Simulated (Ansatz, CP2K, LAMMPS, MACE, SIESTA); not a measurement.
# CP2K on glassy B2O3 (220 atoms): settings against a plane-wave reference, part 2 of 2

Aim: run glassy B2O3 (220 atoms) in CP2K and see how near its forces come to a plane-wave reference, and at what cost.

Program: CP2K 2026.2; the method stands at each step. Banners, paths, timers and routine set-up lines are dropped from the logs unmarked, and long logs keep their key lines alone; longer cuts are marked.

So far. Step 2 (PBE, DZVP-MOLOPT-SR, 450/40 Ry, OT DIIS): Forces lie 10.0 % from the reference's, at 3.4 times its CPU time (on 4 against 16 cores).

## Step 3: PBE, SZV-MOLOPT-SR, 450/40 Ry, OT DIIS

Method: Kohn-Sham DFT, PBE, GTH-PBE pseudopotentials, Gaussian and plane waves, SZV-MOLOPT-SR-GTH, orbital transformation.

The input, input.inp:

```
&GLOBAL
  PROJECT cell
  RUN_TYPE ENERGY_FORCE
  PRINT_LEVEL LOW
&END GLOBAL
&FORCE_EVAL
  METHOD QS
  &DFT
    BASIS_SET_FILE_NAME BASIS_MOLOPT
    POTENTIAL_FILE_NAME GTH_POTENTIALS
    &MGRID
      CUTOFF 450
      REL_CUTOFF 40
    &END MGRID
    &QS
      EPS_DEFAULT 1.0E-10
    &END QS
    &SCF
      SCF_GUESS ATOMIC
      EPS_SCF 1.0E-06
      MAX_SCF 30
      &OT
        MINIMIZER DIIS
        PRECONDITIONER FULL_ALL
        ENERGY_GAP 0.001
      &END OT
      &OUTER_SCF
        EPS_SCF 1.0E-06
        MAX_SCF 8
      &END OUTER_SCF
      &PRINT
        &RESTART OFF
        &END RESTART
      &END PRINT
    &END SCF
    &XC
      &XC_FUNCTIONAL PBE
      &END XC_FUNCTIONAL
    &END XC
    &PRINT
      &MULLIKEN ON
      &END MULLIKEN
      &HIRSHFELD ON
        SHAPE_FUNCTION DENSITY
      &END HIRSHFELD
      &MO_CUBES
        NHOMO 1
        NLUMO 4
        WRITE_CUBE F
      &END MO_CUBES
    &END PRINT
  &END DFT
  &SUBSYS
    &CELL
      A 13.71989 0.00000 0.00000
      B 0.00000 13.71989 0.00000
      C 0.00000 0.00000 13.71989
    &END CELL
    &TOPOLOGY
      COORD_FILE_NAME structure.xyz
      COORD_FILE_FORMAT XYZ
    &END TOPOLOGY
    &KIND B
      BASIS_SET SZV-MOLOPT-SR-GTH-q3
      POTENTIAL GTH-PBE-q3
    &END KIND
    &KIND O
      BASIS_SET SZV-MOLOPT-SR-GTH-q6
      POTENTIAL GTH-PBE-q6
    &END KIND
  &END SUBSYS
  &PRINT
    &FORCES ON
    &END FORCES
  &END PRINT
&END FORCE_EVAL
```

The input, structure.xyz:

```xyz
220

[... 220 atom lines left out: the same atoms as in the first run ...]
```

The run is started by

```
> OMP_NUM_THREADS=1 mpirun -np 4 cp2k.psmp -i input.inp > output.txt
```

Numbers of over 12 decimals in the logs are rounded to 6 here.

Log:

```text
CP2K| version string:                                       CP2K version 2026.2
 CP2K| Input file name                                                 input.inp
 GLOBAL| Basis set file name                                        BASIS_MOLOPT
 GLOBAL| Potential file name                                      GTH_POTENTIALS
 GLOBAL| Run type                                                   ENERGY_FORCE
 GLOBAL| Total number of message passing processes                             4
 GLOBAL| Number of threads for this process                                    1
[... lines left out ...]
 Number of electrons:                                                       1056
[... lines left out ...]
  Step     Update method      Time    Convergence         Total energy    Change
[... lines left out ...]
  Total energy:                                             -2364.927163
[... lines left out ...]
  Step     Update method      Time    Convergence         Total energy    Change
[... lines left out ...]
  *** SCF run converged in     4 steps ***
[... lines left out ...]
  Total energy:                                             -2364.927960
[... lines left out ...]
  outer SCF loop converged in   2 iterations or   34 steps
[... lines left out ...]
  Eigenvalues of the occupied subspace spin            1
      -0.86746483     -0.76531028     -0.75253781     -0.74951464
      -0.74504242     -0.74100452     -0.73750231     -0.73504281
      -0.73439753     -0.73342972     -0.73208314     -0.72985027
[...]
0.05803661      0.07949017      0.08894007      0.09358095
 Fermi Energy [eV] :    2.546467
  Using OT eigensolver for additional unoccupied orbitals spin            1
  Lowest Eigenvalues of the unoccupied subspace spin            1
 OT| Eigensolver reached convergence in 79 iterations
       0.15479168      0.16648325      0.18042220      0.19094810
 HOMO - LUMO gap [eV] :    1.665629
 ENERGY| Total FORCE_EVAL ( QS ) energy [hartree]          -2364.927960
 FORCES| Atomic forces [hartree/bohr]
 FORCES|   Atom     x               y               z               |f|
 FORCES|      1 -3.75554985E-02 -2.60059744E-02  1.76896533E-02   4.89862226E-02
 FORCES|      2 -2.28926561E-02 -1.67943112E-02  4.04069787E-03   2.86783861E-02
 FORCES|      3 -9.06572389E-03 -2.70180157E-02  2.07609035E-02   3.52586959E-02
[...]
FORCES|    219 -1.44129205E-02  6.42336117E-03 -1.07803640E-02   1.91104185E-02
 FORCES|    220  1.09793758E-02 -7.14066306E-03 -6.56930363E-03   1.46523551E-02
 FORCES| Sum    -2.16469453E-02 -1.37419921E-02 -2.49260196E-02
 FORCES| Total atomic force                                       3.57594609E-02
```

The job ended after 1.9 min (4 MPI ranks of Arm Neoverse V2, shared host; peak memory 3.2 GiB; 7.6 min of CPU time).

Against the reference:

```yaml
r_m_s_force_component: 1.139 eV/Å
r_m_s_difference_of_force_components: 635.3 meV/Å
longest_difference_of_force_vectors: 2189 meV/Å
force_difference_over_r_m_s_force: 66 %
slope_of_forces_against_the_reference_s: 0.9821
correlation_of_force_components: 0.8301
spacing_of_highest_filled_and_lowest_empty_level: 1.666 eV
gap_difference: -0.809 eV
```

This is a coarse setting, run to see what it loses.

Against the first run (10.0 %), the force difference from the reference is 66 %, at 0.49 times the CPU time, with 880 basis functions against 2860: the smaller basis costs accuracy.

The forces add up to 1.8 eV/Å instead of zero, usually a sign of too coarse a grid.

## Step 4: PBE, SZV-MOLOPT-SR, 450/40 Ry, TRS4 filter 1e-06, SCF 1e-06

Method: Kohn-Sham DFT, PBE, GTH-PBE pseudopotentials, Gaussian and plane waves, SZV-MOLOPT-SR-GTH, linear-scaling purification of the density matrix.

input.inp, as its differences from that of step 3:

```diff
@@ -16,21 +16,13 @@
       EPS_DEFAULT 1.0E-10
+      LS_SCF T
     &END QS
-    &SCF
-      SCF_GUESS ATOMIC
+    &LS_SCF
+      PURIFICATION_METHOD TRS4
+      EPS_FILTER 1.0E-06
       EPS_SCF 1.0E-06
-      MAX_SCF 30
-      &OT
-        MINIMIZER DIIS
-        PRECONDITIONER FULL_ALL
-        ENERGY_GAP 0.001
-      &END OT
-      &OUTER_SCF
-        EPS_SCF 1.0E-06
-        MAX_SCF 8
-      &END OUTER_SCF
-      &PRINT
-        &RESTART OFF
-        &END RESTART
-      &END PRINT
-    &END SCF
+      MAX_SCF 60
+      S_PRECONDITIONER ATOMIC
+      MIXING_FRACTION 0.45
+      REPORT_ALL_SPARSITIES F
+    &END LS_SCF
     &XC
@@ -42,10 +34,2 @@
       &END MULLIKEN
-      &HIRSHFELD ON
-        SHAPE_FUNCTION DENSITY
-      &END HIRSHFELD
-      &MO_CUBES
-        NHOMO 1
-        NLUMO 4
-        WRITE_CUBE F
-      &END MO_CUBES
     &END PRINT
```

structure.xyz is that of step 3.

Log:

```text
CP2K| version string:                                       CP2K version 2026.2
 CP2K| Input file name                                                 input.inp
 GLOBAL| Basis set file name                                        BASIS_MOLOPT
 GLOBAL| Potential file name                                      GTH_POTENTIALS
[... lines left out ...]
 Re-scaling the density matrix to get the right number of electrons
[... lines left out ...]
 SCF run converged in     5 steps.
[... lines left out ...]
     220     O        2          6.575826                             -0.575826
 # Total charge                           1055.999981                  0.000019
 !-----------------------------------------------------------------------------!
 ENERGY| Total FORCE_EVAL ( QS ) energy [hartree]          -2364.927673
 FORCES| Atomic forces [hartree/bohr]
 FORCES|   Atom     x               y               z               |f|
 FORCES|      1 -3.72918545E-02 -2.58057312E-02  1.75117442E-02   4.86135718E-02
 FORCES|      2 -2.30164862E-02 -1.65065130E-02  3.95096026E-03   2.85977918E-02
 FORCES|      3 -9.37799300E-03 -2.68035474E-02  2.09079259E-02   3.52635544E-02
[...]
FORCES|    219 -1.44084166E-02  6.44028086E-03 -1.08655232E-02   1.91608790E-02
 FORCES|    220  1.11859352E-02 -7.38788110E-03 -6.30145161E-03   1.48126373E-02
 FORCES| Sum    -2.16880733E-02 -1.37424335E-02 -2.49165216E-02
 FORCES| Total atomic force                                       3.57779269E-02
```

It took 37 s on 4 MPI ranks; peak memory 3.2 GiB; 2.4 min of CPU time.

Compared with the plane-wave run:

```yaml
r_m_s_force_component: 1.14 eV/Å
r_m_s_difference_of_force_components: 638.3 meV/Å
longest_difference_of_force_vectors: 2204 meV/Å
force_difference_over_r_m_s_force: 66.31 %
slope_of_forces_against_the_reference_s: 0.9817
correlation_of_force_components: 0.8288
energy_less_the_same_level_run_s: 0.0355 meV/atom
r_m_s_force_difference_from_the_same_level_run: 13.36 meV/Å
```

This is a coarse setting, run to see what it loses.

Against the first run (10.0 %), the force difference from the reference is 66 %, at 0.16 times the CPU time (5 SCF steps against 34).

The forces add up to 1.8 eV/Å instead of zero, usually a sign of too coarse a grid.

## Step 5: All runs compared

Differences are against the plane-wave reference, forces as r.m.s. over components; share is that over the reference's r.m.s. force, slope the least-squares factor from reference forces to these. Total energies of different programs have different zeros and aren't compared.

```tsv
run	Δ force, r.m.s. (meV/Å)	share (%)	slope	Δ gap (eV)	cores	CPU time	memory (GiB)
reference	-	-	-	-	16	4.6 min	4.5
CP2K PBE, DZVP-MOLOPT-SR, 450/40 Ry, OT DIIS	96.2	10.00	1.027	-0.154	4	16 min	4.3
CP2K PBE, SZV-MOLOPT-SR, 450/40 Ry, OT DIIS (coarse)	635	66.0	0.982	-0.809	4	7.6 min	3.2
CP2K PBE, SZV-MOLOPT-SR, 450/40 Ry, TRS4 filter 1e-06, SCF 1e-06 (coarse)	638	66.3	0.982	-	4	2.4 min	3.2
```

Rows marked coarse were listed beforehand as settings not expected to be converged; some can still land near the reference.

CPU time is summed over cores on a shared host, where runs went side by side, so it is rough. Symmetry, cutoffs, thresholds, outputs and thread counts weren't matched or tuned between programs; memory under MPI is the largest rank's times the ranks.

Within one program, basis, potentials and functional, energies share a zero. Each run against its twin at the usual cutoff or grid and solver:

```tsv
run	twin	Δ energy (meV/atom)	Δ force, r.m.s. (meV/Å)	CPU time over the twin's
CP2K PBE, SZV-MOLOPT-SR, 450/40 Ry, TRS4 filter 1e-06, SCF 1e-06	SZV-MOLOPT-SR, 450/40 Ry, OT DIIS	0.0355	13.4	0.32
```

## Step 6: Summary of results

```json
{"nearest in forces": "CP2K PBE, DZVP-MOLOPT-SR, 450/40 Ry, OT DIIS, 10.0 %", "its CPU time": "16 min"}
```

**Reading.** The PBE run in local orbitals, coarse settings apart, differs by 10.0 % (CP2K PBE, DZVP-MOLOPT-SR, 450/40 Ry, OT DIIS); basis, grid and potentials can all enter. Runs with settings chosen to be coarse differ by 66 % in each run, their programs' other errors included. None of the electronic-structure runs in the table takes under half the reference's CPU time of 4.6 min; they take 0.53 to 3.4 times as much. At the same functional, gaps differ from the reference's 2.47 eV by between -0.81 and -0.15 eV. The quench rate of 100 K/ps is many orders above laboratory rates, so the cell is likely richer in defects and strain than a real sample. The network of bonds at the start is that of the classical potential that made the cell, and needn't be the one that DFT or experiment would give. The electronic-structure runs sample only Γ, in a cell whose shortest periodic width is 14 Å.

[Also dropped from logs without a mark: logging warnings of Python, and SIESTA's first energy breakdown and zero terms.]

[Logs are printed without paths, hosts, clocks, repeated set-up lines and the standing remarks that a program may print on its own settings, such as how far it seeks lower states.]

[Hosts, paths, dates, database ids (printed as entryN), source tags and the programs' standing remarks are cut or masked in the printed files.]
